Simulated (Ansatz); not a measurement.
# Lattice dynamics of CsH (model cell, started as wurtzite)

Aim: the vibrations of CsH (model cell, started as wurtzite), their spectra, and whether the structure is stable.

Program: Ansatz 0.2.0. Level of theory: DFT PBEsol, scalar-relativistic, plane waves, PAW. Results are calculated unless marked as measured.

This is a report of a sequence of runs, with most program output left out.

The structure was built from a prototype and need not be the compound's stable phase.

## (1) Starting point

The structure is hexagonal, space group P6_3mc (No. 186). The conventional cell has a = 4.712 Å, b = 4.712 Å, c = 7.696 Å, α = 90.00°, β = 90.00°, γ = 120.00°. Cs has 4 H at 2.89 Å nearest. H has 4 Cs at 2.89 Å nearest. Farther neighbours are not listed.

## (2) Relaxation

The cell and atoms are relaxed, since residual forces and stress would shift the frequencies.

input.yaml reads:

```yaml
crystal:
  lattice:
    - [4.71249, 0.0, 0.0]
    - [-2.35625, 4.08114, 0.0]
    - [0.0, 0.0, 7.6955]
  atoms:
    - { symbol: Cs, position: [0.333333, 0.666667, 0.0] }
    - { symbol: Cs, position: [0.666667, 0.333333, 0.5] }
    - { symbol: H, position: [0.333333, 0.666667, 0.375] }
    - { symbol: H, position: [0.666667, 0.333333, 0.875] }
kpoints:
  mp_grid: { grid: [6, 6, 4] }
hamiltonian:
  xc: pbesol
scf:
  occupations: { method: gaussian, width: 0.02 }
output:
  forces: true
  stress: true
  eigenvalues: true
  write_density: true
  write_potential: true
  elf: true
  volumetric_format: npy
relax:
  adjacent_minimum: "off"
  f_tol: 0.005
  max_steps: 80
  cell: { stress_tol: 0.05 }
```

Run with:

```
> ansatz run input.yaml --threads 4 --pin off --max-ram 7168MiB --backend cpu --events-out ev --progress --plain --runs-dir out
```

Wall time 22 s (4 threads of Arm Neoverse V1, shared host); peak memory 0.41 GiB.

Step by step:

```tsv
step	energy less that of the first step (eV)	largest force component (eV/Å)	pressure (GPa)	volume (Å³)
1	0.0000	0.0199	0.65	148.00
2	-0.0207	0.0069	0.28	154.46
3	-0.0289	0.0225	-0.04	160.97
4	-0.0372	0.0034	-0.03	159.66
5	-0.0504	0.0708	0.01	156.60
6	-0.0947	0.0622	-0.13	154.13
7	-0.1462	0.0707	-0.11	149.50
8	-0.1456	0.0753	0.28	143.44
9	-0.1585	0.0044	-0.06	147.66
10	-0.1646	0.0006	0.00	146.53
11	-0.1647	0.0023	-0.01	146.79
12*	-0.1694	0.0023	0.02	146.79
```

Relaxation steps marked * repeat the geometry before them on a plane-wave basis chosen anew for their cell, so energy and pressure can jump there. Relaxation step 8 was tried and not accepted.

Forces are held to the 12 operations that the run works with; a distortion that breaks them can't arise in this run.

```tsv
cell as run	before	after	change
a (Å)	4.712	5.214	+10.6 %
b (Å)	4.712	5.214	+10.6 %
c (Å)	7.696	6.235	-19.0 %
volume (Å³/atom)	37.00	36.70	-0.8 %
```

The atoms that moved most (Å, as changes of fractional coordinates times the final cell):

```tsv
atom	dx	dy	dz	length
Cs2	0.000	0.000	-0.388	0.388
H3	0.000	0.000	0.388	0.388
H4	0.000	0.000	0.388	0.388
Cs1	0.000	0.000	-0.388	0.388
```

Final coordinates:

```cif
data_structure
_symmetry_space_group_name_H-M 'P 1'
_symmetry_Int_Tables_number 1
_cell_length_a 5.2138
_cell_length_b 5.2138
_cell_length_c 6.2353
_cell_angle_alpha 90.000
_cell_angle_beta 90.000
_cell_angle_gamma 120.000
_cell_volume 146.79
loop_
_atom_site_label
_atom_site_type_symbol
_atom_site_fract_x
_atom_site_fract_y
_atom_site_fract_z
_atom_site_occupancy
Cs1 Cs 0.33333 0.66667 0.93781 1
Cs2 Cs 0.66667 0.33333 0.43781 1
H3 H 0.33333 0.66667 0.43719 1
H4 H 0.66667 0.33333 0.93719 1
```

This step gave:

```yaml
pressure: 0.01810 GPa
gap_on_the_k_mesh: 2.877 eV
volume_per_atom: 36.70 Å³
direct_gap_on_mesh: 3.018 eV
```

ELF in the ac plane at fractional y = 0.333, with atoms of Cs and H within 0.2 Å of it. It is the smooth field of the valence electrons, not physical close to the nuclei.

Values in units of 1e-1, 16 rows by 14 columns, each cell a mean:
```
 1.6  4.8  6.4  5.2  2.1  0.9  4.7  9.6 10.0 10.0 10.0  9.8  6.1  0.9
 1.4  4.4  6.0  4.8  1.9  0.9  4.5  9.5 10.0 10.0 10.0  9.8  5.9  0.9
 0.8  2.9  4.3  3.2  1.1  0.6  3.4  8.6  9.8  9.9  9.9  9.1  4.5  0.7
 0.3  0.9  1.5  1.0  0.4  0.3  1.1  3.0  4.3  4.7  4.4  3.4  1.4  0.3
 0.1  0.2  0.2  0.2  0.1  0.1  0.3  0.7  1.2  1.4  1.2  0.8  0.4  0.1
 0.1  0.2  0.3  0.2  0.1  0.4  1.9  4.5  6.2  6.8  6.4  4.9  2.4  0.5
 0.3  0.6  1.4  0.8  0.3  1.6  5.7  8.3  8.8  8.8  8.8  8.5  6.5  2.1
 0.6  1.1  3.2  1.5  0.6  3.1  7.6  8.8  7.2  4.7  6.6  8.7  8.2  3.9
 0.8  1.4  3.9  1.8  0.7  3.8  8.1  8.3  3.3  0.1  2.1  8.0  8.5  4.8
 0.7  1.3  3.7  1.7  0.7  3.5  8.0  8.6  5.0  1.3  3.9  8.4  8.4  4.5
 0.5  0.9  2.4  1.2  0.5  2.4  6.9  8.7  8.5  7.8  8.4  8.8  7.6  3.1
 0.2  0.4  0.7  0.4  0.2  0.8  3.8  6.9  8.2  8.5  8.3  7.3  4.6  1.1
 0.1  0.1  0.2  0.1  0.1  0.2  0.7  1.9  3.1  3.6  3.2  2.1  0.8  0.2
 0.2  0.4  0.6  0.4  0.2  0.2  0.4  1.0  1.4  1.6  1.4  1.1  0.5  0.2
 0.5  1.8  2.9  2.1  0.7  0.4  2.3  6.4  8.2  8.6  8.3  7.0  3.0  0.5
 1.2  3.8  5.4  4.2  1.6  0.8  4.1  9.3  9.9 10.0 10.0  9.7  5.4  0.8
```
Columns run along a (5.2 Å), rows up along c (6.2 Å). Atoms in or near the plane, at fractional coordinates: Cs at (0.67, 0.44), H at (0.67, 0.94).

Electrostatic potential energy in the ac plane at fractional y = 0.333, with atoms of Cs and H within 0.2 Å of it. With pseudopotentials it is smooth inside the atoms' cores, unlike the true potential.

Ten even steps from '_' (-23 eV) to '@' (7 eV), each cell a mean:
```
%%%%%%%%%%@@@@@@++__--@@@@@@
@@%%%%%%%%@@@@@@##::**@@@@@@
@@%%%%%%@@@@@@@@@@@@@@@@@@@@
@@@@@@@@@@@@@@@@@@@@@@@@@@@@
@@@@@@@@@@@@@@@@@@@@@@@@@@@@
@@@@@@@@@@@@%%%%##**##%%%%@@
@@@@@@@@@@%%##++::....==##%%
@@@@@@@@@@%%**..________++%%
@@@@@@@@@@%%++____....__==%%
@@@@@@@@@@%%++____..____==%%
@@@@@@@@@@%%##--______::**%%
@@@@@@@@@@@@%%##++--==**%%@@
@@@@@@@@@@@@@@%%%%%%%%%%@@@@
@@@@@@@@@@@@@@@@@@@@@@@@@@@@
@@%%%%%%@@@@@@@@@@@@@@@@@@@@
@@%%%%%%@@@@@@@@@@##%%@@@@@@
```
Columns run along a (5.2 Å; values clipped at the 3rd and 97th percentile), rows up along c (6.2 Å). Atoms in or near the plane, at fractional coordinates: Cs at (0.67, 0.44), H at (0.67, 0.94).

Valence density in the ac plane at fractional y = 0.333, with atoms of Cs and H within 0.2 Å of it. It is the smooth field of the valence electrons, not physical close to the nuclei.

Ten even steps from '0' (0.0 e/Å³) to '9' (1.2 e/Å³), each cell a mean:
```
00000001495100
00000001364100
00000000111000
00000000000000
00000000000000
00000001122100
00000013676410
00000026878730
00000038504841
00000037736841
00000015888620
00000001343200
00000000011000
00000000000000
00000000010000
00000000232100
```
Columns run along a (5.2 Å), rows up along c (6.2 Å). Atoms in or near the plane, at fractional coordinates: Cs at (0.67, 0.44), H at (0.67, 0.94).

In this step the volume went from 37.00 to 36.70 Å³/atom.

## (3) Relaxing to small forces for the phonons

Phonons need a cell at rest on their own settings, so the relaxation is repeated with tight tolerances on forces and stress, using the mesh and the filling of the phonon run that follows.

input.yaml reads:

```yaml
crystal:
  lattice:
    - [5.2137866865, 3.1938e-06, 0.0]
    - [-2.6068961092, 4.5152701235, 0.0]
    - [0.0, 0.0, 6.2352662035]
  atoms:
    - { symbol: Cs, position: [0.3333333333, 0.6666666667, -0.0621939823] }
    - { symbol: Cs, position: [0.6666666667, 0.3333333333, 0.4378060177] }
    - { symbol: H, position: [0.3333333333, 0.6666666667, 0.4371939823] }
    - { symbol: H, position: [0.6666666667, 0.3333333333, 0.9371939823] }
kpoints:
  mp_grid: { grid: [6, 6, 4] }
hamiltonian:
  xc: pbesol
scf:
  occupations: { method: fixed }
output:
  forces: true
  stress: true
  eigenvalues: true
relax:
  adjacent_minimum: "off"
  f_tol: 0.001
  max_steps: 60
  cell: { stress_tol: 0.01 }
```

Run time: 6.8 s. Hardware: 4 threads; peak memory 0.4 GiB.

Step by step:

```tsv
step	energy less that of the first step (eV)	largest force component (eV/Å)	pressure (GPa)	volume (Å³)
1	0.0000	0.0023	0.02	146.79
2	0.0000	0.0011	0.01	146.97
3	0.0000	0.0002	0.00	147.18
4*	-0.0001	0.0002	0.00	147.18
```

Relaxation steps marked * repeat the geometry before them on a plane-wave basis chosen anew for their cell, so energy and pressure can jump there.

Forces are held to the 12 operations that the run works with; a distortion that breaks them can't arise in this run.

```tsv
cell as run	before	after	change
a (Å)	5.214	5.223	+0.2 %
b (Å)	5.214	5.223	+0.2 %
c (Å)	6.235	6.230	-0.1 %
volume (Å³/atom)	36.70	36.79	+0.3 %
```

Numbers from this step:

```yaml
pressure: -7.37e-4 GPa
gap_on_the_k_mesh: 2.875 eV
volume_per_atom: 36.79 Å³
direct_gap_on_mesh: 3.016 eV
```

The largest force component left is 0.24 meV/Å and the pressure is -0.001 GPa, within the tolerances set. The cell now holds 36.79 Å³/atom. Within 0.01 Å the structure now has space group P6_3/mmc, not the P6_3mc of the start.

## (4) Phonons on a q mesh

The mesh has a single point along some directions, so zone-edge points there are not solved. Linear response on a 2×2×1 q mesh gives force constants as far as a supercell of that size would.

input.yaml reads:

```yaml
crystal:
  lattice:
    - [5.2227573905, 3.1993e-06, 0.0]
    - [-2.6113814659, 4.5230389783, 0.0]
    - [0.0, 0.0, 6.2302656004]
  atoms:
    - { symbol: Cs, position: [0.3333333333, 0.6666666667, -0.0624688471] }
    - { symbol: Cs, position: [0.6666666667, 0.3333333333, 0.4375311529] }
    - { symbol: H, position: [0.3333333333, 0.6666666667, 0.4374688471] }
    - { symbol: H, position: [0.6666666667, 0.3333333333, 0.9374688471] }
kpoints:
  mp_grid: { grid: [6, 6, 4] }
hamiltonian:
  xc: pbesol
scf:
  occupations: { method: fixed }
output:
  eigenvalues: true
phonons:
  method: dfpt
  dielectric: true
  rigid_motions: translations
  raman: true
  qmesh: [2, 2, 1]
  temperatures: { t_max: 1000, t_step: 50 }
  qpath:
    path:
      - [[0.0, 0.0, 0.0], [0.5, 0.0, 0.0], [0.33333333, 0.33333333, 0.0], [0.0, 0.0, 0.0], [0.0, 0.0, 0.5], [0.5, 0.0, 0.5], [0.33333333, 0.33333333, 0.5], [0.0, 0.0, 0.5]]
      - [[0.5, 0.0, 0.5], [0.5, 0.0, 0.0]]
      - [[0.33333333, 0.33333333, 0.5], [0.33333333, 0.33333333, 0.0]]
    npoints: 10
```

Elapsed: 2.4 min, on 4 threads; peak memory 1.3 GiB; 8.4 min of CPU time.

Numbers from this step:

```yaml
sum_rule_residual_before_enforcement: 8.21e-5 eV/Å²
miss_of_the_charge_sum_rule: 0.001192 e
estimated_error_of_the_dielectric_tensor: 0.006436
estimated_error_of_the_born_charges: 0.01002 e
point_group: 6mm
highest_optical_mode_at_the_zone_centre_no_lo_to_term: 502.6 cm⁻¹
lowest_optical_zone_centre_mode: 35.77 cm⁻¹
mean_high_frequency_dielectric_constant: 2.774
largest_born_charge_third_of_the_trace: 1.018 e
mean_static_dielectric_constant: 6.083
top_of_the_zone_centre_spectrum_with_the_field: 693.4 cm⁻¹
lowest_mode_on_the_q_mesh_acoustic_modes_at_gamma_apart: 15.99 cm⁻¹
highest_frequency_at_a_solved_wavevector_no_lo_to_term_at_gamma: 618.0 cm⁻¹
```

Optical modes at the zone centre, without and with the macroscopic field of the longitudinal modes; each column is sorted by frequency, so a row need not hold one and the same mode. Modes with and without the field, by row:

```tsv
rank among optical modes	no field (cm⁻¹)	q along (1, 0, 0) (cm⁻¹)	q along (0, 0, 1) (cm⁻¹)
1	35.8	35.8	35.8
2	35.8	35.8	35.8
3	60.6	60.6	60.6
4	410.6	410.6	483.4
5	483.4	483.4	501
6	501	501	501
7	501	501	502.6
8	502.6	502.6	502.6
9	502.6	693.4	679.9
```

Born charge (rows field, columns displacement) (e), principal values of the symmetric part by kind of site:

```tsv
atom	atoms with these values	low	middle	high	mean
Cs1	2	0.96	0.96	1.12	1.02
H3	2	-1.12	-0.96	-0.96	-1.02
```

In full for Cs1:

```
0.96 0.00 0.00
0.00 0.96 0.00
0.00 0.00 1.12
```

High-frequency dielectric tensor:

```
2.73 0.00 0.00
0.00 2.73 0.00
0.00 0.00 2.87
```

Static dielectric tensor (ions relaxed, fixed cell):

```
5.19 0.00 0.00
0.00 5.19 0.00
0.00 0.00 7.87
```

Transverse modes. Infrared lines, with heights relative to the strongest:

```tsv
position (cm⁻¹)	relative intensity
36	0.0
61	0.0
411	68
483	0.0
501	0.0
503	100
```

Activity x (w_L - w)^4 (n + 1)/w, 532 nm, 300 K; modes without the macroscopic field alone. Raman lines, with heights relative to the strongest:

```tsv
position (cm⁻¹)	relative intensity
36	14
61	0.0
411	0.0
483	0.0
501	100
503	0.0
```

Frequencies (cm⁻¹) solved at each irreducible wavevector; negative means imaginary. Frequencies by wavevector, by row:

```tsv
q in reciprocal lattice units	star	mode 1	mode 2	mode 3	mode 4	mode 10	mode 11	mode 12
0 0 0	1	0	0	0	35.8	501	502.6	502.6
0 -0.5 0	3	16	35.8	47.5	48.4	482.6	605.9	618
```

Symmetry leaves 2 wavevectors to solve. The lowest mode among them, the acoustic zeros apart, lies at q = (0, -0.5, 0) and is real, 16.0 cm⁻¹.

## (5) Isotope substitution

An isotope changes the mass and not the force constants, so no new electronic calculation is needed; the shifts show which modes move this element.

The same force constants with the mass of H changed from 1.008 to 2.014 u (phonopy, no LO-TO term). Both lists are sorted by frequency; levels can cross, so a row need not hold one and the same mode. Modes under 3 cm⁻¹ are left out. Isotope shifts, by row:

```tsv
q	rank	natural mass (cm⁻¹)	changed mass (cm⁻¹)
0 0 0	4	35.77	35.69
0 0 0	5	35.77	35.69
0 0 0	6	60.64	60.62
0 0 0	7	410.6	291.6
0 0 0	8	483.4	342.1
0 0 0	9	501	355.3
0 0 0	10	501	355.3
0 0 0	11	502.6	356.9
0 0 0	12	502.6	356.9
0 -0.5 0	1	15.99	15.93
0 -0.5 0	2	35.8	35.73
0 -0.5 0	3	47.48	47.41
0 -0.5 0	4	48.4	48.35
0 -0.5 0	5	51.14	51.11
0 -0.5 0	6	62.29	62.27
0 -0.5 0	7	439.6	311.6
0 -0.5 0	8	451.5	320.7
0 -0.5 0	9	460.3	326
0 -0.5 0	10	482.6	342
0 -0.5 0	11	605.9	428.9
0 -0.5 0	12	618	437.3
```

A mode of this element alone would shift by -29.26 %. The highest zone-centre frequency without the field goes from 502.6 to 356.9 cm⁻¹ (-29.0 %). The product of the frequency ratios over all optical modes at Γ is 0.127; the product rule, (m/m′)^(3k/2) (M′/M)^(3/2) with k = 2 such atoms and M the mass of the cell, gives 0.127.

## (6) Summary of results

```
space group after relaxation (within 0.01 Å)            : P6_3/mmc
volume per atom                                         : 36.8 Å³
gap on the k-mesh                                       : 2.88 eV
highest optical mode at the zone centre (no LO-TO term) : 503 cm⁻¹
top of the zone-centre spectrum with the field          : 693 cm⁻¹
lowest optical zone-centre mode                         : 35.8 cm⁻¹
mean high-frequency dielectric constant                 : 2.77
mean static dielectric constant                         : 6.08
largest Born charge (third of the trace)                : 1.02 e
lowest mode on the q mesh (acoustic modes at Γ apart)   : 16.0 cm⁻¹
imaginary modes on the 2×2×1 q mesh                     : none
```

The structure is a minimum as far as tested: no mode is imaginary at the 2 irreducible wavevectors of the 2×2×1 mesh, and the softest away from the acoustic zeros lies at 16 cm⁻¹. Without the field, the optical modes at Γ span 36 to 503 cm⁻¹. With the macroscopic field of the longitudinal modes the top of the zone-centre spectrum lies at 693 cm⁻¹, against 503 cm⁻¹ without it. Lattice motion raises the mean dielectric constant from 2.774 to 6.083. The strongest infrared line is at 503 cm⁻¹. Averaged over orientations, the strongest Raman line at 532 nm and 300 K is at 501 cm⁻¹, among the modes without the field; their longitudinal partners can be Raman active too. The q mesh is too sparse to interpolate, so only the solved wavevectors are given. The relaxed cell left the space group of the starting entry, even within 0.1 Å, so it may not be the phase that the entry, or a measurement on it, describes. The program warns that the interpolation holds no quadrupole term, so branches close to Γ can be off in this crystal. Spin-orbit coupling is left out, which can matter for the heavy elements here. The starting cell was built on a prototype and not taken from a measurement, so the phase need not exist. These are harmonic frequencies at zero temperature: anharmonic shifts, linewidths and thermal expansion are left out.

[Logs are printed without paths, hosts, clocks, repeated set-up lines and the standing remarks that a program may print on its own settings, such as how far it seeks lower states.]

[Hosts, paths, dates, database ids (printed as entryN), source tags and the programs' standing remarks are cut or masked in the printed files.]
